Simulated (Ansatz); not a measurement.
# LiTl2SbCl6: complex band structure, part 2 of 3

A new crystal, LiTl2SbCl6: structure, gap and complex bands. It is built by putting Sb for Bi, Tl for Rb in the Rb2LiBiCl6 structure of space group Fm-3m, with the volume rescaled by atomic radii. The parent structure comes from the Materials Project.

Ansatz 0.2.0; r2SCAN DFT, plane waves, PAW files (the session's first sound run).

So far. Step 2 (Cell and atoms at rest): The largest force component on a free atom ends at 0.0066 eV/Å.

The structure was built from a prototype and need not be the compound's stable phase.

### Step 3. The bulk crystal and its band edges

The energy window and the wavevectors of the next steps follow from the band edges, so these are searched first, off the mesh as well.

The input, input.yaml:

```yaml
crystal:
  lattice:
    - [0.0, 5.144356067, 5.144356067]
    - [5.144356067, 0.0, 5.144356067]
    - [5.144356067, 5.144356067, 0.0]
  atoms:
    - { symbol: Tl, position: [0.75, 0.75, 0.75] }
    - { symbol: Tl, position: [0.25, 0.25, 0.25] }
    - { symbol: Li, position: [0.5, 0.5, 0.5] }
    - { symbol: Sb, position: [0.0, 0.0, 0.0] }
    - { symbol: Cl, position: [0.7444878423, 0.2555121577, 0.2555121577] }
    - { symbol: Cl, position: [0.2555121577, 0.2555121577, 0.7444878423] }
    - { symbol: Cl, position: [0.2555121577, 0.7444878423, 0.7444878423] }
    - { symbol: Cl, position: [0.2555121577, 0.7444878423, 0.2555121577] }
    - { symbol: Cl, position: [0.7444878423, 0.2555121577, 0.7444878423] }
    - { symbol: Cl, position: [0.7444878423, 0.7444878423, 0.2555121577] }
kpoints:
  mp_grid: { grid: [4, 4, 4] }
  band_path: { path: [VBM, CBM], npoints: 30 }
scf:
  occupations: { method: fixed }
hamiltonian:
  xc: r2scan
output:
  eigenvalues: true
  write_potential: true
  write_density: true
  volumetric_format: npy
  elf: true
```

Run with:

```
$ ansatz run input.yaml --threads 2 --pin off --max-ram 4096MiB --backend cpu --events-out ev --progress --plain --runs-dir out
```

Numbers of over 12 decimals in the logs are rounded to 6 here.

The program printed:

```text
[...]
Crystal: 10 atoms, lattice volume = 272.285 Å³
Basis set: ecut = 500 eV, 6855 PW (Γ), exchange–correlation on 216×216×216 points (64 copies of the dense FFT grid, shifted against one another)
Bands: 53, of which v1, the nominal top of the filled ones, is band 43 counted from 1 (42 counted from 0)
Symmetry: 48 space group operations
[...]
k-points: 8 of 64
[...]
SCF iter   1: F=—  HF=-36135.366174 eV  |F-HF|=—  |Δ(HF+E_count)|=         —  Δρ=5.43e-3  dr2=5.19e-2  dr2_τ=1.86e-2  ethr=1.77e-3  ⟨swp⟩=4.6  Hψ=1554  notcnv=0  defer=54
[...]
SCF iter   7: F=-36135.396165 eV  HF=-36135.396165 eV  |F-HF|=2.47e-9  |Δ(HF+E_count)|=   6.97e-8  Δρ=1.83e-6  dr2=1.03e-8  dr2_τ=6.05e-10  ethr=1.16e-10  ⟨swp⟩=17.4  Hψ=1840  notcnv=0
SCF 1 converged in 7 iterations: F = -36135.396165 eV  dr2 = 1.03e-8
[...]
NSCF: frozen V_eff on 16 k-points
[...]
SCF converged after 7 iterations
Free energy (F): -36135.396165 eV
[...]
Internal energy: -36135.396165 eV  (E = F + TS)
E sigma→0 (E₀):  -36135.396165 eV
Fermi energy:    3.669489 eV
[...]
--- Band table (eV; the first three rows and the last of 8) ---
  k-point 0: bands = [... 39 lower, 2.3659, 2.3659, 2.3659, 2.3717, 7.1030, 7.1030, 7.1030, 9.0282, ... 6 higher]
  k-point 1: bands = [... 39 lower, 2.2141, 2.2141, 2.2581, 2.9492, 6.9990, 7.5716, 7.5716, 8.2247, ... 6 higher]
  k-point 2: bands = [... 39 lower, 2.0003, 2.0044, 2.0227, 3.2896, 6.8529, 7.4719, 7.6104, 8.0721, ... 6 higher]
  k-point 7: bands = [... 39 lower, 1.8751, 2.0754, 2.0754, 3.6212, 7.5087, 7.5413, 7.7494, 7.7604, ... 6 higher]
```

Run time: 16 s. Hardware: 2 threads of AMD EPYC 9R45, shared host; peak memory 1.2 GiB; 31 s of CPU time.

Numbers from this step:

```yaml
fermi_energy: 3.669 eV
gap_on_the_k_mesh: 3.183 eV
gap_on_path: 3.183 eV, by band count; negative where bands overlap
direct_gap_on_path: 3.356 eV
edge_places_on_path: 0, 0.5289 1/A along the path
```

Electronic bands along the path, in eV, zero at the Fermi level (highest filled level under fixed occupations); v1 is the highest filled band, c1 the lowest empty one:

```csv
point,v4,v3,v2,v1,c1,c2,c3,c4
VBM,-1.87,-1.62,-1.30,0.00,3.36,3.90,3.90,4.24
halfway,-1.80,-1.77,-1.44,-0.17,3.56,3.81,4.12,4.15
CBM,-1.67,-1.67,-1.65,-0.38,3.18,3.80,3.94,4.40
```

Valence density in the ac plane of the conventional cell at fractional y = 0.000, with atoms of Li and Sb and Cl within 0.2 Å of it. It is the smooth field of the valence electrons, not physical close to the nuclei.

Ten steps, logarithmic in the rise over the least value, from '_' (0 e/Å³) to '@' (17 e/Å³), each cell a mean:
```
@@##==::::==++======::..__==**++..__..--========--::--++%%
++==::....::======--..______....____..::--====--::....--++
::::..____....::::..______......______....::::..____....::
--::..__________________..::----::..________________..::--
====--..______________..--========::..______________::--==
--++==::______________::==++::====--..____________..--====
--++==::______________::--++======::..____________..--====
====::..______________..::--====--..________________::--==
::::..________..________..::::::....______....________..::
________..::::--::........::----::......::----::..________
--..__..::--======--::..--++##**==::..::========--..____--
##==__..--====::====::::==##@@@@**--::--==----==--::__::**
**--__..::==========::::==##@@%%++::::--========--..__..++
..______..--======::....::==++++--....::--====--::..____..
....______..::::....____..::::::....____..::::....______..
--::..__________________..::----::..________________..::--
====--..______________..--======--::______________..::====
::++==::______________::==++--====--..____________..--====
====--..______________::==++--====--..____________..::====
==--::..______________..::======--::________________..--==
::::..________..________..::::::..________....______....::
--::........::--::::..________________..::----::......::--
##++--..::--======--::____..----____..--========::..::==**
@@##==::::====::====--..__++##**::__::====--====--::--**@@
```
Columns run along a (10.3 Å), rows up along c (10.3 Å), edges of the conventional cell, whose origin can differ from the input's. Atoms in or near the plane, at fractional coordinates: Li at (0.50, 0.00), Li at (0.00, 0.50), Sb at (0.00, 0.00), Sb at (0.50, 0.50), Cl at (0.26, 0.00), Cl at (0.76, 0.50), Cl at (0.00, 0.26), Cl at (0.50, 0.76), Cl at (0.74, 0.00), Cl at (0.24, 0.50), Cl at (0.50, 0.24), Cl at (0.00, 0.74).

Electrostatic potential energy in the ac plane of the conventional cell at fractional y = 0.000, with atoms of Li and Sb and Cl within 0.2 Å of it. With pseudopotentials it is smooth inside the atoms' cores, unlike the true potential.

Ten even steps from '_' (-47 eV) to '@' (10 eV), each cell a mean:
```
====++##%%**..__..==%%@@%%**--==##@@@@##::____--%%%%**====
==++**%%@@%%**==++%%@@@@@@%%##%%%%@@@@@@##++++##@@@@##++==
##%%%%@@@@@@@@@@@@@@@@@@@@@@@@@@@@@@@@@@@@@@@@@@@@@@@@%%##
%%%%@@@@@@@@@@@@@@@@@@@@@@%%##%%@@@@@@@@@@@@@@@@@@@@@@@@%%
--++%%@@@@@@@@@@@@@@@@@@%%==..::**@@@@@@@@@@@@@@@@@@@@##==
__..**@@@@@@@@@@@@@@@@@@**..____--%%@@@@@@@@@@@@@@@@%%--__
__..**@@@@@@@@@@@@@@@@@@##::__..==%%@@@@@@@@@@@@@@@@%%--__
==**%%@@@@@@@@@@@@@@@@@@@@##++**%%@@@@@@@@@@@@@@@@@@@@##==
%%@@@@@@@@@@@@@@@@@@@@@@@@%%%%%%@@@@@@@@@@@@@@@@@@@@@@@@%%
@@@@@@@@@@@@%%%%%%@@@@@@%%******##%%@@@@@@%%%%@@@@@@@@@@@@
**##@@@@@@**--::==##@@%%**======++##%%%%**--::++%%@@@@%%**
::++%%@@%%--____..++%%##==========**%%##::____..**@@@@**--
--**%%@@%%==____..**%%##++========**%%%%--____::##@@@@##==
##%%@@@@@@%%++++**%%@@%%**++====++##@@@@##++++##@@@@@@%%%%
@@@@@@@@@@@@@@@@@@@@@@@@%%%%####%%@@@@@@@@@@@@@@@@@@@@@@@@
##%%@@@@@@@@@@@@@@@@@@@@@@%%%%%%@@@@@@@@@@@@@@@@@@@@@@@@##
..==%%@@@@@@@@@@@@@@@@@@%%++--==##@@@@@@@@@@@@@@@@@@@@**::
__..**@@@@@@@@@@@@@@@@@@**..____--%%@@@@@@@@@@@@@@@@%%--__
__::##@@@@@@@@@@@@@@@@@@**..____==%%@@@@@@@@@@@@@@@@%%==..
++##@@@@@@@@@@@@@@@@@@@@%%**====##@@@@@@@@@@@@@@@@@@@@%%**
%%%%@@@@@@@@@@@@@@@@@@@@@@@@%%%%@@@@@@@@@@@@@@@@@@@@@@@@%%
**##%%@@@@@@%%%%%%@@@@@@@@@@@@@@@@@@@@@@@@%%%%@@@@@@%%##**
====**%%@@##==::--##@@@@@@##****%%@@@@%%++::--**%%%%##++==
======##%%++______==%%@@%%++::--##@@@@**..____--##%%**====
```
Columns run along a (10.3 Å; values clipped at the 3rd and 97th percentile), rows up along c (10.3 Å), edges of the conventional cell, whose origin can differ from the input's. Atoms in or near the plane, at fractional coordinates: Li at (0.50, 0.00), Li at (0.00, 0.50), Sb at (0.00, 0.00), Sb at (0.50, 0.50), Cl at (0.26, 0.00), Cl at (0.76, 0.50), Cl at (0.00, 0.26), Cl at (0.50, 0.76), Cl at (0.74, 0.00), Cl at (0.24, 0.50), Cl at (0.50, 0.24), Cl at (0.00, 0.74).

ELF in the ac plane of the conventional cell at fractional y = 0.000, with atoms of Li and Sb and Cl within 0.2 Å of it. It is the smooth field of the valence electrons, not physical close to the nuclei.

Values, 13 rows by 16 columns, each cell a mean:
```
0.17 0.31 0.52 0.79 0.76 0.80 0.26 0.30 0.42 0.13 0.71 0.79 0.77 0.65 0.30 0.21
0.43 0.24 0.16 0.53 0.62 0.29 0.18 0.52 0.56 0.28 0.21 0.56 0.60 0.23 0.17 0.40
0.75 0.73 0.25 0.04 0.04 0.14 0.70 0.80 0.75 0.79 0.27 0.04 0.04 0.13 0.64 0.78
0.65 0.83 0.35 0.02 0.01 0.20 0.74 0.75 0.68 0.81 0.34 0.02 0.01 0.20 0.77 0.74
0.75 0.45 0.12 0.35 0.39 0.13 0.26 0.53 0.56 0.34 0.10 0.33 0.40 0.15 0.33 0.72
0.24 0.10 0.60 0.83 0.82 0.57 0.26 0.28 0.25 0.28 0.43 0.81 0.83 0.71 0.19 0.17
0.78 0.18 0.79 0.69 0.63 0.70 0.34 0.11 0.05 0.31 0.59 0.71 0.59 0.83 0.33 0.57
0.23 0.11 0.48 0.81 0.81 0.48 0.21 0.30 0.30 0.25 0.35 0.77 0.83 0.61 0.14 0.19
0.81 0.59 0.13 0.21 0.24 0.08 0.36 0.64 0.67 0.46 0.11 0.20 0.25 0.09 0.45 0.80
0.61 0.84 0.39 0.02 0.01 0.22 0.78 0.73 0.62 0.83 0.38 0.02 0.01 0.23 0.79 0.72
0.76 0.64 0.17 0.07 0.10 0.11 0.61 0.82 0.81 0.73 0.19 0.08 0.10 0.10 0.53 0.75
0.36 0.22 0.22 0.66 0.73 0.43 0.14 0.36 0.39 0.17 0.30 0.70 0.71 0.34 0.17 0.34
0.10 0.31 0.56 0.76 0.67 0.82 0.30 0.42 0.60 0.16 0.77 0.74 0.69 0.68 0.33 0.16
```
Columns run along a (10.3 Å), rows up along c (10.3 Å), edges of the conventional cell, whose origin can differ from the input's. Atoms in or near the plane, at fractional coordinates: Li at (0.50, 0.00), Li at (0.00, 0.50), Sb at (0.00, 0.00), Sb at (0.50, 0.50), Cl at (0.26, 0.00), Cl at (0.76, 0.50), Cl at (0.00, 0.26), Cl at (0.50, 0.76), Cl at (0.74, 0.00), Cl at (0.24, 0.50), Cl at (0.50, 0.24), Cl at (0.00, 0.74).

The searched edges give 3.18 eV, as on the mesh.

### Step 4. Decaying states in the gap

This step: r2SCAN DFT, plane waves, PAW files; complex bands by layer matching along the plane's normal (Ansatz 0.2.0).

The same crystal is laid in a cell whose first two vectors span the (111) plane (indices of the standard conventional cell, whose axes can be ordered otherwise than in the bulk input). At fixed energy and wavevector in the plane the solver finds all kz, real and complex. A few wavevectors are listed, (0, 0) and (0, -0.5) in units of the plane's reciprocal vectors; the slowest state needn't be among them.

The input, input.yaml:

```yaml
crystal:
  lattice:
    - [7.27521812, 0.0, 0.0]
    - [3.63760906, 6.30052371, 0.0]
    - [3.63760906, 2.10017457, 5.94019072]
  atoms:
    - { symbol: Tl, position: [0.25, 0.25, 0.25] }
    - { symbol: Tl, position: [0.75, 0.75, 0.75] }
    - { symbol: Li, position: [0.5, 0.5, 0.5] }
    - { symbol: Sb, position: [0.0, 0.0, 0.0] }
    - { symbol: Cl, position: [0.7444878423, 0.7444878423, 0.2555121577] }
    - { symbol: Cl, position: [0.7444878423, 0.2555121577, 0.2555121577] }
    - { symbol: Cl, position: [0.2555121577, 0.2555121577, 0.7444878423] }
    - { symbol: Cl, position: [0.2555121577, 0.7444878423, 0.2555121577] }
    - { symbol: Cl, position: [0.7444878423, 0.2555121577, 0.7444878423] }
    - { symbol: Cl, position: [0.2555121577, 0.7444878423, 0.7444878423] }
kpoints:
  mp_grid: { grid: [4, 4, 4] }
scf:
  occupations: { method: fixed }
hamiltonian:
  xc: r2scan
output:
  eigenvalues: true
  transmission:
    leads: [[0, 0]]
    kpoints: [[0.0, 0.0], [0.0, -0.5]]
    e_range: [-1.0, 4.18]
    de: 0.13
```

The program printed:

```text
[...]
Crystal: 10 atoms, lattice volume = 272.285 Å³
Basis set: ecut = 500 eV, 6855 PW (Γ), exchange–correlation on 216×216×216 points (64 copies of the dense FFT grid, shifted against one another)
Bands: 53, of which v1, the nominal top of the filled ones, is band 43 counted from 1 (42 counted from 0)
Symmetry: 48 space group operations
[...]
k-points: 8 of 64
[...]
SCF iter   1: F=—  HF=-36135.365801 eV  |F-HF|=—  |Δ(HF+E_count)|=         —  Δρ=5.43e-3  dr2=5.19e-2  dr2_τ=1.86e-2  ethr=1.77e-3  ⟨swp⟩=4.6  Hψ=1555  notcnv=0  defer=52
[...]
SCF iter   7: F=-36135.396165 eV  HF=-36135.396165 eV  |F-HF|=2.74e-9  |Δ(HF+E_count)|=   6.99e-8  Δρ=1.92e-6  dr2=1.12e-8  dr2_τ=6.62e-10  ethr=1.16e-10  ⟨swp⟩=17.5  Hψ=1817  notcnv=0
SCF 1 converged in 7 iterations: F = -36135.396165 eV  dr2 = 1.12e-8
[...]
transmission: 8 of 16 steps passed
transmission: 16 of 16 steps passed
SCF converged after 7 iterations
Free energy (F): -36135.396165 eV
[...]
Internal energy: -36135.396165 eV  (E = F + TS)
E sigma→0 (E₀):  -36135.396165 eV
Fermi energy:    3.669489 eV
[...]
--- Band table (eV; the first three rows and the last of 8) ---
  k-point 0: bands = [... 39 lower, 2.3659, 2.3659, 2.3659, 2.3717, 7.1030, 7.1030, 7.1030, 9.0282, ... 6 higher]
  k-point 1: bands = [... 39 lower, 2.2141, 2.2141, 2.2581, 2.9492, 6.9990, 7.5716, 7.5716, 8.2247, ... 6 higher]
  k-point 2: bands = [... 39 lower, 2.0003, 2.0044, 2.0227, 3.2896, 6.8529, 7.4719, 7.6104, 8.0721, ... 6 higher]
  k-point 7: bands = [... 39 lower, 1.8751, 2.0754, 2.0754, 3.6212, 7.5087, 7.5413, 7.7494, 7.7604, ... 6 higher]
--- Transmission ---
  basis      : 475 plane waves across, 8 finite elements along
  points     : 2, as listed
  energies   : 40 from -1.000000 to 4.070000 eV about the Fermi level, 0.130000 eV apart; the leads are filled to 1.591696 eV, and channels, transmission and decay are at 1.600000 eV
  crystal 0  : Cl6Tl2Sb1Li1, at the sites [0, 0], period 5.9402 Å: whole cells are its period
    offset         : up to 0.0000 Å between an atom of the period and one for which it stands
    channels       : 0.000000e0 a spin
    conductance    : none, the energies end too early or step too widely for 300 K: set another output.transmission.e_range or a lower de, or, where they end at an eighth of basis.ecutwfc, a higher one
    slowest decay  : 0.3442 /Å at (0.0000, -0.5000)
```

It took 75 s on 2 threads; peak memory 2.8 GiB.

Numbers from this step:

```yaml
level_to_which_the_leads_are_filled: 1.592 eV from the Fermi level
decay_constant_at_the_filling_level_zone_centre: 0.3554 Å⁻¹
decay_constant_at_the_filling_level_slowest_listed_point: 0.3442 Å⁻¹
```

K parallel (0, 0); values up to 1.5 1/Å, a degenerate pair printed once or twice; energies at which all values exceed this have no row. The Im kz of the slowest decaying states by energy, zero at the highest filled level on the SCF mesh:

```csv
energy (eV),decay 1 (Å⁻¹),decay 2 (Å⁻¹),decay 3 (Å⁻¹),decay 4 (Å⁻¹)
-1.00,0.254,0.273,0.305,0.394
-0.61,0.284,0.322,0.340,0.510
-0.22,0.193,0.263,0.355,0.360
0.04,0.278,0.368,0.368,0.581
0.43,0.321,0.374,0.379,0.613
0.82,0.347,0.375,0.381,0.639
1.21,0.360,0.373,0.375,0.661
1.60,0.355,0.361,0.382,0.680
1.86,0.337,0.347,0.405,0.691
2.25,0.307,0.318,0.418,0.706
2.64,0.270,0.275,0.403,0.697
3.03,0.181,0.208,0.230,0.341
3.29,0.129,0.194,0.266,0.613
3.68,0.0980,0.156,0.353,0.551
4.07,0.476,0.507,0.737,0.807
```

K parallel (0, -0.5); values up to 1.5 1/Å, a degenerate pair printed once or twice; energies at which all values exceed this have no row. The Im kz of the slowest decaying states by energy, zero at the highest filled level on the SCF mesh:

```csv
energy (eV),decay 1 (Å⁻¹),decay 2 (Å⁻¹),decay 3 (Å⁻¹),decay 4 (Å⁻¹)
-1.00,0.247,0.295,0.299,0.301
-0.74,0.232,0.322,0.330,0.366
-0.61,0.203,0.332,0.340,0.388
-0.35,0.347,0.355,0.420,0.453
-0.22,0.353,0.359,0.432,0.457
0.04,0.117,0.361,0.362,0.450
0.17,0.234,0.358,0.366,0.456
0.43,0.349,0.369,0.466,0.469
0.56,0.366,0.370,0.469,0.469
0.82,0.368,0.387,0.468,0.473
1.08,0.364,0.397,0.465,0.473
1.21,0.360,0.399,0.462,0.472
1.47,0.351,0.397,0.454,0.468
1.60,0.344,0.388,0.401,0.449
1.86,0.328,0.357,0.412,0.437
1.99,0.319,0.345,0.410,0.430
2.25,0.294,0.319,0.403,0.413
2.51,0.262,0.287,0.389,0.392
2.64,0.241,0.268,0.379,0.381
2.90,0.183,0.222,0.349,0.360
3.03,0.139,0.192,0.331,0.348
3.29,0.0908,0.286,0.316,0.319
3.42,0.256,0.288,0.302,0.321
3.68,0.0409,0.160,0.207,0.243
3.81,0.136,0.183,0.233,0.272
4.07,0.113,0.157,0.164,0.329
```

At the listed wavevectors the last open channel is at -0.09 eV and the next at +3.29 eV on the grid. At +1.60 eV, the grid energy nearest the filling level (the middle of the gap on the SCF mesh), the slowest state at the listed wavevectors decays with κ = 0.344 Å⁻¹, its amplitude falling by e over 2.9 Å. Through 1 nm of this crystal that state's transmission falls by exp(−2 × 0.344 Å⁻¹ × 10 Å) = 0.0010.

[end of part 2 of 3]

[Logs are printed without paths, hosts, clocks, repeated set-up lines and the standing remarks that a program may print on its own settings, such as how far it seeks lower states.]

[Hosts, paths, dates, database ids (printed as entryN), source tags and the programs' standing remarks are cut or masked in the printed files.]
